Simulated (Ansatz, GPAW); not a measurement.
# Work function of a 4-layer slab of Rh(110) at several levels

Wanted: work functions and dipole of a 4-layer slab of Rh(110), with the cost of each level.

Main program and level: GPAW 26.7.0 and Ansatz 0.2.0; GPAW, PAW setups; slab in vacuum, in the first sound run; inputs show where later runs differ.

## Step 1: Set-up

The cell holds 4 atoms: 4 Rh. Its edges and angles: a = 3.800 Å, b = 2.687 Å, c = 18.031 Å, α = 90.0°, β = 90.0°, γ = 90.0°. Vacuum lies along c.

Coordinates:

```cif
data_structure
_symmetry_space_group_name_H-M 'P 1'
_symmetry_Int_Tables_number 1
_cell_length_a 3.8000
_cell_length_b 2.6870
_cell_length_c 18.0305
_cell_angle_alpha 90.000
_cell_angle_beta 90.000
_cell_angle_gamma 90.000
_cell_volume 184.10
loop_
_atom_site_label
_atom_site_type_symbol
_atom_site_fract_x
_atom_site_fract_y
_atom_site_fract_z
_atom_site_occupancy
Rh1 Rh 0.50000 0.50000 0.38823 1
Rh2 Rh 0.00000 0.00000 0.46274 1
Rh3 Rh 0.50000 0.50000 0.53726 1
Rh4 Rh 0.00000 0.00000 0.61177 1
```

## Step 2: Relaxation

Forces are removed first; all later runs use this geometry. The lowest 2 atoms are held at bulk positions and keep their forces.

File run.py:

```python
import json
import numpy as np
from ase import Atoms
from ase.constraints import FixAtoms
from ase.optimize import BFGS
from gpaw import GPAW, PW

slab = Atoms(
    ['Rh', 'Rh', 'Rh', 'Rh'],
    positions=[
        [1.90000, 1.34350, 7.00000],
        [0.00000, 0.00000, 8.34350],
        [1.90000, 1.34350, 9.68701],
        [0.00000, 0.00000, 11.03051]],
    cell=[[3.8, 0.0, 0.0], [0.0, 2.68701, 0.0], [0.0, 0.0, 18.03051]],
    pbc=[True, True, False])

slab.calc = GPAW(mode=PW(400), xc='PBE', kpts={'size': (8, 12, 1), 'gamma': True},
                 occupations={'name': 'fermi-dirac', 'width': 0.1}, nbands='140%',
                 convergence={'density': 0.0001}, maxiter=200,
                 poissonsolver={'dipolelayer': 'xy'},
                 symmetry={'tolerance': 1e-3, 'extra_ids': [1, 1, 0, 0]}, txt='slab.txt')
result = {}
slab.set_constraint(FixAtoms([0, 1]))
path = []
opt = BFGS(slab, maxstep=0.2)
opt.attach(lambda: path.append((slab.get_potential_energy(), slab.positions.tolist(), slab.get_forces().tolist())))
result['relaxed'] = bool(opt.run(fmax=0.05, steps=30))
result['path'] = path
energy = slab.get_potential_energy()
fermi = slab.calc.get_fermi_level()
v = slab.calc.get_electrostatic_potential().mean((0, 1)) - fermi
n = slab.calc.get_pseudo_density().mean((0, 1))
L = slab.cell[2, 2]
z = np.arange(len(v)) * L / len(v)
low, high = slab.positions[:, 2].min(), slab.positions[:, 2].max()
below, above = np.interp([low - 4.8, high + 4.8], z, v)
slopes = [np.interp(x, z, np.gradient(v, z)) for x in (low - 4.8, high + 4.8)]
eps = np.array([[slab.calc.get_eigenvalues(k, s) for k in range(len(slab.calc.get_ibz_k_points()))]
                for s in range(slab.calc.get_number_of_spins())]) - fermi
top, bottom = eps[eps < 0].max(), eps[eps > 0].min()
dipole = slab.get_dipole_moment()[2]
print(f'energy {energy:.4f} eV, Fermi level {fermi:.4f} eV, dipole {dipole:.5f} e A')
print(f'potential 4.8 A off the faces, from the Fermi level: lower {below:.4f} eV, upper {above:.4f} eV')
print(f'slope of the potential there: lower {slopes[0]:.5f}, upper {slopes[1]:.5f} eV/A')
print(f'nearest levels on the mesh: {top:.4f} and {bottom:.4f} eV')
print('magnetic moment', round(slab.get_magnetic_moment(), 3))
result.update(energy=energy, fermi=fermi, dipole=dipole, below=below, above=above, slopes=slopes, edges=[top, bottom],
              z=z.tolist(), v=v.tolist(), n=n.tolist(), positions=slab.positions.tolist(),
              forces=slab.get_forces(apply_constraint=False).tolist(), moments=slab.get_magnetic_moments().tolist())
json.dump(result, open('result.json', 'w'))
```

Run with:

```bash
OMP_NUM_THREADS=1 OPENBLAS_NUM_THREADS=1 python run.py
```

Output:

```text
Step          Energy          fmax
BFGS:    0      -26.054914        0.469428
BFGS:    1      -26.059519        0.412966
BFGS:    2      -26.073575        0.024947
energy -25.9237 eV, Fermi level 0.2447 eV, dipole 0.00283 e A
potential 4.8 A off the faces, from the Fermi level: lower 4.7039 eV, upper 4.6442 eV
slope of the potential there: lower -0.00036, upper 0.00017 eV/A
nearest levels on the mesh: -0.0071 and 0.0012 eV
magnetic moment 0.0
```

Wall time 6.6 min (1 thread of Arm Neoverse V1, shared host); peak memory 0.26 GiB.

Relaxation path:

```csv
step,energy less that of the first step (eV),largest force (eV/Å)
1,0.0000,0.4694
2,-0.0046,0.4130
3,-0.0195,0.0249
```

The atoms that moved most (Å):

```
atom     dx     dy      dz  length
 Rh4  0.000  0.000  -0.053   0.053
 Rh3  0.000  0.000   0.039   0.039
```

Final coordinates:

```cif
data_structure
_symmetry_space_group_name_H-M 'P 1'
_symmetry_Int_Tables_number 1
_cell_length_a 3.8000
_cell_length_b 2.6870
_cell_length_c 18.0305
_cell_angle_alpha 90.000
_cell_angle_beta 90.000
_cell_angle_gamma 90.000
_cell_volume 184.10
loop_
_atom_site_label
_atom_site_type_symbol
_atom_site_fract_x
_atom_site_fract_y
_atom_site_fract_z
_atom_site_occupancy
Rh1 Rh 0.50000 0.50000 0.38823 1
Rh2 Rh 0.00000 0.00000 0.46274 1
Rh3 Rh 0.50000 0.50000 0.53941 1
Rh4 Rh 0.00000 0.00000 0.60884 1
```

Numbers from this step:

```yaml
dipole_along_the_normal: 0.002828 e·Å
levels_nearest_the_fermi_level_on_the_mesh: -0.007068, 0.001168 eV from the Fermi level
upper_work_function: 4.644 eV
lower_work_function: 4.704 eV
```

The electrostatic potential energy of an electron (without an applied field's), less the Fermi level, planar mean oscillates, so the rows of the table below give means over windows of 0.5 Å about each position, cut where the curve ends. Its maxima inside the range that stand out by 2 % of the span (Å: eV): 7.62: -7.87, 9.02: -7.57, 10.41: -9.64. Its minima: 6.98: -14.4, 8.37: -15.4, 9.77: -15.7, 10.95: -14.9.

The electrostatic potential energy of an electron (without an applied field's), less the Fermi level, planar mean by z; means over each step:

```
z (Å)  electrostatic potential energy of an electron (without an applied field's), less the Fermi level, planar mean (eV)
  0.0                                                                                                                4.69
  0.5                                                                                                                4.70
  1.0                                                                                                                4.70
  1.5                                                                                                                4.70
  2.0                                                                                                                4.70
  2.5                                                                                                                4.70
  3.0                                                                                                                4.70
  3.5                                                                                                                4.70
  4.0                                                                                                                4.69
  4.5                                                                                                                4.64
  5.0                                                                                                                4.48
  5.5                                                                                                                3.90
  6.0                                                                                                                1.72
  6.5                                                                                                               -5.59
  7.0                                                                                                               -13.5
  7.5                                                                                                               -9.41
  8.0                                                                                                               -11.4
  8.5                                                                                                               -13.6
  9.0                                                                                                               -8.47
  9.5                                                                                                               -13.1
 10.0                                                                                                               -13.1
 10.5                                                                                                               -10.8
 11.0                                                                                                               -13.7
 11.5                                                                                                               -5.21
 12.0                                                                                                                1.83
 12.5                                                                                                                3.90
 13.0                                                                                                                4.44
 13.5                                                                                                                4.58
 14.0                                                                                                                4.63
 14.5                                                                                                                4.64
 15.0                                                                                                                4.64
 15.5                                                                                                                4.64
 16.0                                                                                                                4.64
 16.5                                                                                                                4.64
 17.0                                                                                                                4.64
 17.5                                                                                                                4.65
```

Table of pseudo valence density, planar mean by z:

```
z (Å)  pseudo valence density, planar mean (e/Å³)
 0.00                                           0
 0.64                                           0
 1.29                                           0
 1.93                                      3.7e-6
 2.36                                      1.0e-5
 3.01                                      5.1e-5
 3.65                                      2.5e-4
 4.29                                     0.00122
 4.94                                     0.00622
 5.58                                      0.0341
 6.22                                       0.223
 6.65                                       0.893
 7.30                                        1.12
 7.94                                       0.884
 8.59                                        1.27
 9.23                                       0.709
 9.87                                        1.53
10.52                                       0.823
11.16                                        1.37
11.59                                       0.365
12.23                                      0.0540
12.88                                     0.00938
13.52                                     0.00181
14.17                                      3.6e-4
14.81                                      7.3e-5
15.45                                      1.5e-5
15.88                                      5.2e-6
16.53                                           0
17.17                                           0
17.82                                           0
```

The relaxation lowered the energy of the cell by 0.0195 eV (energies extrapolated to zero smearing; the optimiser's log prints free energies). The largest force left on a free atom is 0.025 eV/Å.

## Step 3: The slab's potential

The work function is the vacuum plateau of the electrostatic potential less the Fermi level; a dipole layer lets the two faces have plateaus of their own.

Changes to run.py since step 2:

```diff
@@ -3,4 +3,2 @@
 from ase import Atoms
-from ase.constraints import FixAtoms
-from ase.optimize import BFGS
 from gpaw import GPAW, PW
@@ -12,4 +10,4 @@
         [0.00000, 0.00000, 8.34350],
-        [1.90000, 1.34350, 9.68701],
-        [0.00000, 0.00000, 11.03051]],
+        [1.90000, 1.34350, 9.72587],
+        [0.00000, 0.00000, 10.97769]],
     cell=[[3.8, 0.0, 0.0], [0.0, 2.68701, 0.0], [0.0, 0.0, 18.03051]],
@@ -19,12 +17,6 @@
                  occupations={'name': 'fermi-dirac', 'width': 0.1}, nbands='140%',
-                 convergence={'density': 0.0001}, maxiter=200,
+                 convergence={'density': 1e-05}, maxiter=200,
                  poissonsolver={'dipolelayer': 'xy'},
-                 symmetry={'tolerance': 1e-3, 'extra_ids': [1, 1, 0, 0]}, txt='slab.txt')
+                 symmetry={'tolerance': 1e-3}, txt='slab.txt')
 result = {}
-slab.set_constraint(FixAtoms([0, 1]))
-path = []
-opt = BFGS(slab, maxstep=0.2)
-opt.attach(lambda: path.append((slab.get_potential_energy(), slab.positions.tolist(), slab.get_forces().tolist())))
-result['relaxed'] = bool(opt.run(fmax=0.05, steps=30))
-result['path'] = path
 energy = slab.get_potential_energy()
```

Output:

```text
energy -25.9237 eV, Fermi level 0.2453 eV, dipole 0.00335 e A
potential 4.8 A off the faces, from the Fermi level: lower 4.7028 eV, upper 4.6434 eV
slope of the potential there: lower -0.00048, upper 0.00030 eV/A
nearest levels on the mesh: -0.0071 and 0.0013 eV
magnetic moment 0.0
```

Wall time 3 min (1 thread); peak memory 0.25 GiB.

This step gave:

```
dipole along the normal                    : 0.003349 e·Å
levels nearest the Fermi level on the mesh : -0.007062, 0.001314 eV from the Fermi level
upper work function                        : 4.643 eV
lower work function                        : 4.703 eV
```

The electrostatic potential energy of an electron (without an applied field's), less the Fermi level, planar mean oscillates, so the rows of the table below give means over windows of 0.5 Å about each position, cut where the curve ends. Its maxima inside the range that stand out by 2 % of the span (Å: eV): 7.62: -7.87, 9.02: -7.57, 10.41: -9.64. Its minima: 6.98: -14.4, 8.37: -15.4, 9.77: -15.7, 10.95: -14.9.

Electrostatic potential energy of an electron (without an applied field's), less the Fermi level, planar mean against z; means over each step:

```csv
z (Å),"electrostatic potential energy of an electron (without an applied field's), less the Fermi level, planar mean (eV)"
0.0,4.68
0.5,4.70
1.0,4.70
1.5,4.70
2.0,4.70
2.5,4.70
3.0,4.70
3.5,4.70
4.0,4.68
4.5,4.64
5.0,4.48
5.5,3.90
6.0,1.72
6.5,-5.59
7.0,-13.5
7.5,-9.41
8.0,-11.4
8.5,-13.7
9.0,-8.47
9.5,-13.1
10.0,-13.1
10.5,-10.8
11.0,-13.7
11.5,-5.21
12.0,1.83
12.5,3.90
13.0,4.43
13.5,4.58
14.0,4.63
14.5,4.64
15.0,4.64
15.5,4.64
16.0,4.64
16.5,4.64
17.0,4.64
17.5,4.64
```

Pseudo valence density, planar mean against z:

z (Å), pseudo valence density, planar mean (e/Å³) and a bar:
```
     0.00       0.00 
     0.43       0.00 
     0.86       0.00 
     1.50       0.00 
     1.93       0.00 
     2.36       0.00 
     2.79       0.00 
     3.43       0.00 
     3.86       0.00 
     4.29       0.00 
     4.72       0.00 
     5.37       0.02 
     5.80       0.06 #
     6.22       0.22 ####
     6.65       0.89 ################
     7.30       1.12 ####################
     7.73       0.63 ###########
     8.16       1.42 ##########################
     8.59       1.27 #######################
     9.23       0.71 #############
     9.66       1.65 ##############################
    10.09       1.01 ##################
    10.52       0.82 ###############
    11.16       1.37 #########################
    11.59       0.37 #######
    12.02       0.10 ##
    12.45       0.03 #
    13.09       0.01 
    13.52       0.00 
    13.95       0.00 
    14.38       0.00 
    15.03       0.00 
    15.45       0.00 
    15.88       0.00 
    16.31       0.00 
    16.96       0.00 
    17.39       0.00 
    17.82       0.00
```

Force by atom:

```csv
atom,x (eV/Å),y (eV/Å),z (eV/Å),size
Rh1,0.000,0.000,0.552,0.552
Rh2,0.000,0.000,-0.540,0.540
Rh3,0.000,0.000,-0.023,0.023
Rh4,0.000,0.000,0.013,0.013
```

The potential is flat to 4.8e-4 eV/Å where it is read, so the vacuum is wide enough.

(Continued in part 2 of 3.)

[Logs are printed without paths, hosts, clocks, repeated set-up lines and the standing remarks that a program may print on its own settings, such as how far it seeks lower states.]

[Hosts, paths, dates, database ids (printed as entryN), source tags and the programs' standing remarks are cut or masked in the printed files.]
